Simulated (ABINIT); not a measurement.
# NaHF2 (R-3m): G0W0 with ABINIT, start to end, part 2 of 3

How does a plane-wave GW calculation on NaHF2 (R-3m) run from the first input to the gap?

ABINIT 10.8.3; PBEsol and many-body steps on it, plane waves. Known limits of the many-body steps: not at the basis limit.

So far. Step 2 (Ground state): The gap is indirect, with the least direct gap 0.20 eV higher.

### 3. Bands along the symmetry lines

Level of this step: DFT, PBEsol, plane waves, norm-conserving pseudopotentials (ABINIT).

Levels along a band path, at the cheap level, show where the edges lie and whether the meshes to come will hold them.

Contents of run.abi:

```
acell 3*1.0 Angstrom
rprim 
  1.737000000015 1.002857417591 4.583333333300
  -1.737000000015 1.002857417591 4.583333333300
  -0.000000000000 -2.005714835182 4.583333333300
ntypat 3
znucl 11 1 9
natom 4
typat 1 2 3 3
xred 
  0.000000000000 0.000000000000 0.000000000000
  0.500000000000 0.500000000000 0.500000000000
  0.417600000000 0.417600000000 0.417600000000
  0.582400000000 0.582400000000 0.582400000000
pp_dirpath "pseudos"
pseudos "Na.upf, H.upf, F.upf"
ecut 38
iscf -2
irdden 1
kptopt 0
nkpt 59
kpt 
  0.00000000 0.00000000 0.00000000
  0.06250000 0.06250000 0.06250000
  0.12500000 0.12500000 0.12500000
  0.18750000 0.18750000 0.18750000
  0.25000000 0.25000000 0.25000000
  0.31250000 0.31250000 0.31250000
  0.37500000 0.37500000 0.37500000
  0.43750000 0.43750000 0.43750000
  0.50000000 0.50000000 0.50000000
  0.53767702 0.46232298 0.50000000
  0.57535404 0.42464596 0.50000000
  0.61303106 0.38696894 0.50000000
  0.65070808 0.34929192 0.50000000
  0.68838511 0.31161489 0.50000000
  0.72606213 0.27393787 0.50000000
  0.76373915 0.23626085 0.50000000
  0.80141617 0.19858383 0.50000000
  0.50000000 -0.19858383 0.19858383
  0.50000000 -0.17376085 0.17376085
  0.50000000 -0.14893787 0.14893787
  0.50000000 -0.12411489 0.12411489
  0.50000000 -0.09929191 0.09929191
  0.50000000 -0.07446894 0.07446894
  0.50000000 -0.04964596 0.04964596
  0.50000000 -0.02482298 0.02482298
  0.50000000 0.00000000 0.00000000
  0.43750000 0.00000000 0.00000000
  0.37500000 0.00000000 0.00000000
  0.31250000 0.00000000 0.00000000
  0.25000000 0.00000000 0.00000000
  0.18750000 0.00000000 0.00000000
  0.12500000 0.00000000 0.00000000
  0.06250000 0.00000000 0.00000000
  0.00000000 0.00000000 0.00000000
  0.04366149 -0.04366149 0.00000000
  0.08732298 -0.08732298 0.00000000
  0.13098447 -0.13098447 0.00000000
  0.17464595 -0.17464595 0.00000000
  0.21830744 -0.21830744 0.00000000
  0.26196893 -0.26196893 0.00000000
  0.30563042 -0.30563042 0.00000000
  0.34929191 -0.34929191 -0.00000000
  0.65070809 0.00000000 0.34929191
  0.63186958 0.00000000 0.36813042
  0.61303107 0.00000000 0.38696893
  0.59419256 0.00000000 0.40580744
  0.57535404 0.00000000 0.42464596
  0.55651553 0.00000000 0.44348447
  0.53767702 0.00000000 0.46232298
  0.51883851 0.00000000 0.48116149
  0.50000000 0.00000000 0.50000000
  0.43750000 0.00000000 0.43750000
  0.37500000 0.00000000 0.37500000
  0.31250000 0.00000000 0.31250000
  0.25000000 0.00000000 0.25000000
  0.18750000 0.00000000 0.18750000
  0.12500000 0.00000000 0.12500000
  0.06250000 0.00000000 0.06250000
  0.00000000 0.00000000 0.00000000
istwfk *1
nband 19
nbdbuf 2
tolwfr 1e-08
nstep 40
prtwf 0
prtvol 0
indata_prefix "in"
outdata_prefix "out"
tmpdata_prefix "tmp"
```

The run is started by

```bash
$ OMP_NUM_THREADS=1 mpirun -n 4 abinit run.abi > log
```

Numbers of over 12 decimals in the logs are rounded to 6 here.

What it wrote:

```text
.Version 10.8.3 of ABINIT. v10.8.2 released Aug 2026.

 Symmetries : space group R-3 m (#166); Bravais hR (rhombohedral)
[... echo of the input left out ...]
== DATASET  1 ==================================================================
-   mpi_nproc: 4, omp_nthreads: 1 (-1 if OMP is not activated)

--- !DatasetInfo
iteration_state: {dtset: 1, }
dimensions: {natom: 4, nkpt: 59, mband: 19, nsppol: 1, nspinor: 1, nspden: 1, mpw: 3640, }
cutoff_energies: {ecut:  38.0, pawecutdg:  -1.0, }
electrons: {nelect:   2.40000000E+01, charge:   0.00000000E+00, occopt:   1.00000000E+00, tsmear:   1.00000000E-02, }

 Real(R)+Recip(G) space primitive vectors, cartesian coordinates (Bohr,Bohr^-1):
 R(1)=  3.2824543  1.8951259  8.6612447  G(1)=  0.1523250  0.0879449  0.0384856
 R(2)= -3.2824543  1.8951259  8.6612447  G(2)= -0.1523250  0.0879449  0.0384856
 R(3)=  0.0000000 -3.7902517  8.6612447  G(3)=  0.0000000 -0.1758898  0.0384856
 Unit cell volume ucvol=  3.2327216E+02 bohr^3
 Angles (23,13,12)=  4.06314301E+01  4.06314301E+01  4.06314301E+01 degrees

 getcut: wavevector=  0.0000  0.0000  0.0000  ngfft=  54  54  54
         ecut(hartree)=     38.000   => boxcut(ratio)=   2.05942

--- Pseudopotential description ------------------------------------------------
- Na Generated using ONCVPSP code by D. R. Hamann
- 11.00000   9.00000  180301                  znucl, zion, pspdat
12 -116133 1 -1 2016                          pspcod,pspxc,lmax,lloc,mmax
     nproj     2     2     0
  pspatm : epsatm=    9.32918808
         --- l  ekb(1:nproj) -->
             0    2.657905   -0.678300
             1   -6.761319   -2.404728
 pspatm: atomic psp has been read  and splines computed

- H Generated using ONCVPSP code by D. R. Hamann
-  1.00000   1.00000  180301                  znucl, zion, pspdat
12 -116133 1 -1 1180                          pspcod,pspxc,lmax,lloc,mmax
     nproj     2     1     0
  pspatm : epsatm=    0.35585368
         --- l  ekb(1:nproj) -->
             0   -1.674911   -0.523609
             1   -0.494138
 pspatm: atomic psp has been read  and splines computed

- F Generated using ONCVPSP code by D. R. Hamann
-  9.00000   7.00000  180301                  znucl, zion, pspdat
12 -116133 2 -1 832                           pspcod,pspxc,lmax,lloc,mmax
     nproj     2     2     1
  pspatm : epsatm=    4.89824381
         --- l  ekb(1:nproj) -->
[...]
2   -2.394754
 pspatm: atomic psp has been read  and splines computed

--------------------------------------------------------------------------------

================================================================================
 prteigrs : about to open file out_EIG
 Non-SCF case, kpt    1 (  0.00000  0.00000  0.00000), residuals and eigenvalues=
  2.10E-09  6.77E-09  2.55E-09  1.55E-09  4.78E-09  3.07E-09  2.74E-09  1.43E-09
[...]
6.4796E-01
 Non-SCF case, kpt    3 (  0.12500  0.12500  0.12500), residuals and eigenvalues=
[...]
6.4630E-01
[...]
Non-SCF case, kpt   58 (  0.06250  0.00000  0.06250), residuals and eigenvalues=
[...]
6.3085E-01
 Non-SCF case, kpt   59 (  0.00000  0.00000  0.00000), residuals and eigenvalues=
[...]
-3.0980E-01 -1.4551E-01 -1.4551E-01 -1.3481E-01 -1.3481E-01 -1.3385E-01
  1.2823E-01  3.5973E-01  4.0202E-01  5.2441E-01  5.7446E-01  5.7446E-01
  6.4840E-01

--- !ResultsGS
iteration_state: {dtset: 1, }
comment   : Summary of ground state results
lattice_vectors:
- [  3.2824543,   1.8951259,   8.6612447, ]
- [ -3.2824543,   1.8951259,   8.6612447, ]
- [ -0.0000000,  -3.7902517,   8.6612447, ]
lattice_lengths: [   9.45427,    9.45427,    9.45427, ]
lattice_angles: [ 40.631,  40.631,  40.631, ] # degrees, (23, 13, 12)
lattice_volume:   3.2327216E+02
convergence: {deltae:  0.000E+00, res2:  0.000E+00, residm:  9.986E-09, diffor:  0.000E+00, }
etotal    :  -9.54888502E+01
entropy   :   0.00000000E+00
fermie    :  -1.26494763E-01
cartesian_stress_tensor: null
pressure_GPa: null
xred      :
- [  0.0000E+00,   0.0000E+00,   0.0000E+00, Na]
- [  5.0000E-01,   5.0000E-01,   5.0000E-01,  H]
- [  4.1760E-01,   4.1760E-01,   4.1760E-01,  F]
- [  5.8240E-01,   5.8240E-01,   5.8240E-01,  F]
cartesian_forces: null
force_length_stats: {min: null, max: null, mean: null, }

 Integrated electronic density in atomic spheres:
 ------------------------------------------------
 Atom  Sphere_radius  Integrated_density
[...]
================================================================================

 ----iterations are completed or convergence reached----

 Mean square residual over all n,k,spin=   42.481E-10; max=  99.863E-10
 reduced coordinates (array xred) for    4 atoms
[...]
cartesian coordinates (angstrom) at end:
    1      0.000000     0.000000     0.000000
    2     -0.000000     0.000000     6.875000
    3     -0.000000     0.000000     5.742000
    4      0.000000     0.000000     8.008000
 length scales=  1.889726125908  1.889726125908  1.889726125908 bohr
              =  1.000000000000  1.000000000000  1.000000000000 angstroms
 prteigrs : about to open file out_EIG
 Eigenvalues (hartree) for nkpt=  59  k points:
 kpt#   1, nband= 19, wtk=  1.00000, kpt=  0.0000  0.0000  0.0000 (reduced coord)
[...]
kpt#   2, nband= 19, wtk=  1.00000, kpt=  0.0625  0.0625  0.0625 (reduced coord)
[...]
kpt#   3, nband= 19, wtk=  1.00000, kpt=  0.1250  0.1250  0.1250 (reduced coord)
[...]
kpt#  58, nband= 19, wtk=  1.00000, kpt=  0.0625  0.0000  0.0625 (reduced coord)
[...]
0.55534    0.57457    0.63085
 kpt#  59, nband= 19, wtk=  1.00000, kpt=  0.0000  0.0000  0.0000 (reduced coord)
  -1.82753   -0.87479   -0.83452   -0.80128   -0.80128   -0.79265   -0.30980   -0.14551
  -0.14551   -0.13481   -0.13481   -0.13385    0.12823    0.35973    0.40202    0.52441
   0.57446    0.57446    0.64840

== END DATASET(S) ==============================================================
================================================================================

 -outvars: echo values of variables after computation  --------
            nband          19
             nkpt          59
          spgroup         166
 [... the other variables as echoed above ...]

 Calculation completed.
```

It took 23 s on 4 MPI ranks of Arm Neoverse V1, shared host; peak memory 0.35 GiB; 93 s of CPU time.

Numbers from this step:

| Quantity | Value |
| --- | --- |
| gap | 6.931 eV |
| k of the valence top | 0.5, 0.5, 0.5 |
| k of the conduction bottom | 0, 0, 0 |
| least direct gap | 7.132 eV |

The gap is 6.931 eV, as in the run before at this level.

Electronic bands along the path, in eV, zero at the top of the highest filled band:

```tsv
point	band 9	band 10	band 11	band 12	band 13	band 14	band 15	band 16
Γ	-0.52	-0.23	-0.23	-0.20	6.93	13.23	14.38	17.71
halfway	-0.64	-0.64	-0.09	-0.09	7.59	11.28	16.39	17.76
T	-0.72	-0.72	0.00	0.00	8.69	9.77	16.46	19.22
halfway	-1.03	-0.83	-0.25	-0.09	9.91	11.00	15.27	15.50
H2	-1.14	-0.86	-0.33	-0.30	12.39	12.68	13.58	13.81
jump to H0	-1.14	-0.86	-0.33	-0.30	12.39	12.68	13.58	13.81
halfway	-0.87	-0.57	-0.44	-0.31	11.65	12.01	14.93	15.43
L	-0.68	-0.51	-0.38	-0.32	11.09	11.81	15.19	15.49
halfway	-0.60	-0.45	-0.27	-0.21	8.43	13.51	15.09	15.49
Γ	-0.52	-0.23	-0.23	-0.20	6.93	13.23	14.38	17.71
halfway	-0.75	-0.53	-0.31	-0.17	8.94	14.31	14.42	15.38
S0	-1.20	-0.61	-0.57	-0.23	12.48	12.50	13.38	14.72
jump to S2	-1.20	-0.61	-0.57	-0.23	12.48	12.50	13.38	14.72
halfway	-0.99	-0.73	-0.56	-0.16	12.10	12.45	13.52	14.02
F	-0.86	-0.80	-0.56	-0.12	11.98	12.17	13.61	13.75
halfway	-0.71	-0.54	-0.32	-0.15	8.63	12.81	15.33	16.16
Γ	-0.52	-0.23	-0.23	-0.20	6.93	13.23	14.38	17.71
```

The electronic bands as a text plot (rows in eV, shown from -8.0 to 12.9 only; labels by their first letter):

```
   12.5 |++          ++++++    +                ++++++++  ++++
   11.6 |  +        +  +  +++++                 ++   +++
   10.8 |   ++    +++++      +++               +        +
    9.9 |     ++++ +            +             +          +
    9.0 |      ++++              +          ++            +++
    8.1 |   +++                   +++      +                 +
    7.3 |+++                         ++++++                   +++
    6.4 |
    5.5 |
    4.6 |
    3.8 |
    2.9 |
    2.0 |
    1.2 |
    0.3 |  **********                     **         ********
   -0.6 |********************************************************
   -1.5 |     **********************        *****************
   -2.3 |
   -3.2 |
   -4.1 |    ***********
   -4.9 |****           *****************************************
   -5.8 |
   -6.7 |
   -7.6 |
         Γ    T        H|H    L        Γ         S|S   F        Γ
```

### 4. Empty states on the mesh, 4×4×4 mesh, 47 bands

The sums over transitions need many empty states on a uniform mesh; this step solves for them.

Contents of run.abi:

```
acell 3*1.0 Angstrom
rprim 
  1.737000000015 1.002857417591 4.583333333300
  -1.737000000015 1.002857417591 4.583333333300
  -0.000000000000 -2.005714835182 4.583333333300
ntypat 3
znucl 11 1 9
natom 4
typat 1 2 3 3
xred 
  0.000000000000 0.000000000000 0.000000000000
  0.500000000000 0.500000000000 0.500000000000
  0.417600000000 0.417600000000 0.417600000000
  0.582400000000 0.582400000000 0.582400000000
pp_dirpath "pseudos"
pseudos "Na.upf, H.upf, F.upf"
ecut 38
ngkpt 4 4 4
nshiftk 1
shiftk 0 0 0
kptopt 1
chksymbreak 0
iscf -2
irdden 1
istwfk *1
nband 47
nbdbuf 4
tolwfr 1e-09
nstep 60
prtvol 0
indata_prefix "in"
outdata_prefix "out"
tmpdata_prefix "tmp"
```

What it wrote:

```text
.Version 10.8.3 of ABINIT. v10.8.2 released Aug 2026.

 Symmetries : space group R-3 m (#166); Bravais hR (rhombohedral)
[... echo of the input left out ...]
== DATASET  1 ==================================================================
-   mpi_nproc: 4, omp_nthreads: 1 (-1 if OMP is not activated)

--- !DatasetInfo
iteration_state: {dtset: 1, }
dimensions: {natom: 4, nkpt: 13, mband: 47, nsppol: 1, nspinor: 1, nspden: 1, mpw: 3640, }
cutoff_energies: {ecut:  38.0, pawecutdg:  -1.0, }
electrons: {nelect:   2.40000000E+01, charge:   0.00000000E+00, occopt:   1.00000000E+00, tsmear:   1.00000000E-02, }

 Real(R)+Recip(G) space primitive vectors, cartesian coordinates (Bohr,Bohr^-1):
 R(1)=  3.2824543  1.8951259  8.6612447  G(1)=  0.1523250  0.0879449  0.0384856
 R(2)= -3.2824543  1.8951259  8.6612447  G(2)= -0.1523250  0.0879449  0.0384856
 R(3)=  0.0000000 -3.7902517  8.6612447  G(3)=  0.0000000 -0.1758898  0.0384856
 Unit cell volume ucvol=  3.2327216E+02 bohr^3
 Angles (23,13,12)=  4.06314301E+01  4.06314301E+01  4.06314301E+01 degrees

 getcut: wavevector=  0.0000  0.0000  0.0000  ngfft=  54  54  54
         ecut(hartree)=     38.000   => boxcut(ratio)=   2.05942

--- Pseudopotential description ------------------------------------------------
- Na Generated using ONCVPSP code by D. R. Hamann
- 11.00000   9.00000  180301                  znucl, zion, pspdat
12 -116133 1 -1 2016                          pspcod,pspxc,lmax,lloc,mmax
     nproj     2     2     0
  pspatm : epsatm=    9.32918808
         --- l  ekb(1:nproj) -->
             0    2.657905   -0.678300
             1   -6.761319   -2.404728
 pspatm: atomic psp has been read  and splines computed

- H Generated using ONCVPSP code by D. R. Hamann
-  1.00000   1.00000  180301                  znucl, zion, pspdat
12 -116133 1 -1 1180                          pspcod,pspxc,lmax,lloc,mmax
     nproj     2     1     0
  pspatm : epsatm=    0.35585368
         --- l  ekb(1:nproj) -->
             0   -1.674911   -0.523609
             1   -0.494138
 pspatm: atomic psp has been read  and splines computed

- F Generated using ONCVPSP code by D. R. Hamann
-  9.00000   7.00000  180301                  znucl, zion, pspdat
12 -116133 2 -1 832                           pspcod,pspxc,lmax,lloc,mmax
     nproj     2     2     1
  pspatm : epsatm=    4.89824381
         --- l  ekb(1:nproj) -->
[...]
2   -2.394754
 pspatm: atomic psp has been read  and splines computed

--------------------------------------------------------------------------------

================================================================================
 prteigrs : about to open file out_EIG
 Non-SCF case, kpt    1 (  0.00000  0.00000  0.00000), residuals and eigenvalues=
  9.16E-10  1.89E-10  2.50E-10  2.84E-10  9.11E-10  5.22E-10  8.76E-10  1.69E-10
[...]
4.07E-11  5.45E-10  1.53E-10  8.68E-10  4.13E-10  1.85E-10  7.44E-10  5.88E-11
[...]
2.56E-10  3.74E-10  4.93E-10  3.42E-10  9.39E-06  3.95E-05  1.95E-04
 -1.8275E+00 -8.7479E-01 -8.3452E-01 -8.0128E-01 -8.0128E-01 -7.9265E-01
 -3.0980E-01 -1.4551E-01 -1.4551E-01 -1.3481E-01 -1.3481E-01 -1.3385E-01
  1.2823E-01  3.5973E-01  4.0202E-01  5.2441E-01  5.7446E-01  5.7446E-01
  6.4840E-01  6.4840E-01  6.7414E-01  7.2660E-01  7.2660E-01  7.2981E-01
  7.2981E-01  8.0432E-01  9.2618E-01  1.0188E+00  1.0188E+00  1.0346E+00
  1.0346E+00  1.0711E+00  1.1530E+00  1.2302E+00  1.2302E+00  1.2756E+00
  1.2756E+00  1.3491E+00  1.3739E+00  1.5137E+00  1.5694E+00  1.5694E+00
  1.6630E+00  1.6782E+00  1.7918E+00  1.7918E+00  1.8241E+00
 prteigrs : prtvol=0 or 1, do not print more k-points.

--- !ResultsGS
iteration_state: {dtset: 1, }
comment   : Summary of ground state results
lattice_vectors:
- [  3.2824543,   1.8951259,   8.6612447, ]
- [ -3.2824543,   1.8951259,   8.6612447, ]
- [ -0.0000000,  -3.7902517,   8.6612447, ]
lattice_lengths: [   9.45427,    9.45427,    9.45427, ]
lattice_angles: [ 40.631,  40.631,  40.631, ] # degrees, (23, 13, 12)
lattice_volume:   3.2327216E+02
convergence: {deltae:  0.000E+00, res2:  0.000E+00, residm:  9.987E-10, diffor:  0.000E+00, }
etotal    :  -9.54888502E+01
entropy   :   0.00000000E+00
fermie    :  -1.26494763E-01
cartesian_stress_tensor: null
pressure_GPa: null
xred      :
- [  0.0000E+00,   0.0000E+00,   0.0000E+00, Na]
- [  5.0000E-01,   5.0000E-01,   5.0000E-01,  H]
- [  4.1760E-01,   4.1760E-01,   4.1760E-01,  F]
- [  5.8240E-01,   5.8240E-01,   5.8240E-01,  F]
cartesian_forces: null
force_length_stats: {min: null, max: null, mean: null, }

 Integrated electronic density in atomic spheres:
 ------------------------------------------------
 Atom  Sphere_radius  Integrated_density
[...]
================================================================================

 ----iterations are completed or convergence reached----

 Mean square residual over all n,k,spin=   36.065E-11; max=  99.873E-11
 reduced coordinates (array xred) for    4 atoms
[...]
0.417600000000      0.417600000000      0.417600000000
       0.582400000000      0.582400000000      0.582400000000

 cartesian coordinates (angstrom) at end:
    1      0.000000     0.000000     0.000000
    2     -0.000000     0.000000     6.875000
    3     -0.000000     0.000000     5.742000
    4      0.000000     0.000000     8.008000
 length scales=  1.889726125908  1.889726125908  1.889726125908 bohr
              =  1.000000000000  1.000000000000  1.000000000000 angstroms
 prteigrs : about to open file out_EIG
 Eigenvalues (hartree) for nkpt=  13  k points:
 kpt#   1, nband= 47, wtk=  0.01563, kpt=  0.0000  0.0000  0.0000 (reduced coord)
[...]
0.72981    0.80432    0.92618    1.01880    1.01880    1.03459    1.03459    1.07107
   1.15305    1.23022    1.23022    1.27556    1.27556    1.34907    1.37392    1.51369
   1.56937    1.56937    1.66298    1.67819    1.79180    1.79185    1.82406
 prteigrs : prtvol=0 or 1, do not print more k-points.

== END DATASET(S) ==============================================================
================================================================================

 -outvars: echo values of variables after computation  --------
            nband          47
             nkpt          13
          spgroup         166
 [... the other variables as echoed above ...]

 Calculation completed.
```

Elapsed: 18 s, on 4 MPI ranks; peak memory 0.32 GiB; 71 s of CPU time.

This step gave:

| Quantity | Value |
| --- | --- |
| gap | 6.931 eV |
| k of the valence top | 0.5, 0.5, 0.5 |
| k of the conduction bottom | 0, 0, 0 |
| least direct gap | 7.132 eV |
| k points computed | 13 |
| lowest point of the top converged band, above the valence top | 43.84 eV |

On this mesh the gap is 6.931 eV.

(Continued in part 3 of 3.)

[Paths, hosts, dates, memory and timing lines, banners, echoed tables and standing remarks are left out of the program output.]

[Logs are printed without paths, hosts, clocks, repeated set-up lines and the standing remarks that a program may print on its own settings, such as how far it seeks lower states.]

[Runs of the session that timed out or met a known fault of the program may be left out.]

[Hosts, paths, dates, database ids (printed as entryN), source tags and the programs' standing remarks are cut or masked in the printed files.]

[G0W0 gaps are taken among the corrected bands and points alone; a level outside them can change the order at an edge.]

[Where Ansatz stands beside ABINIT at settings called matched, ABINIT's density can come from a denser mesh and the files from another edition; pairs whose starting gaps differed by over 0.03 eV were left out, so agreement reads better than it is.]
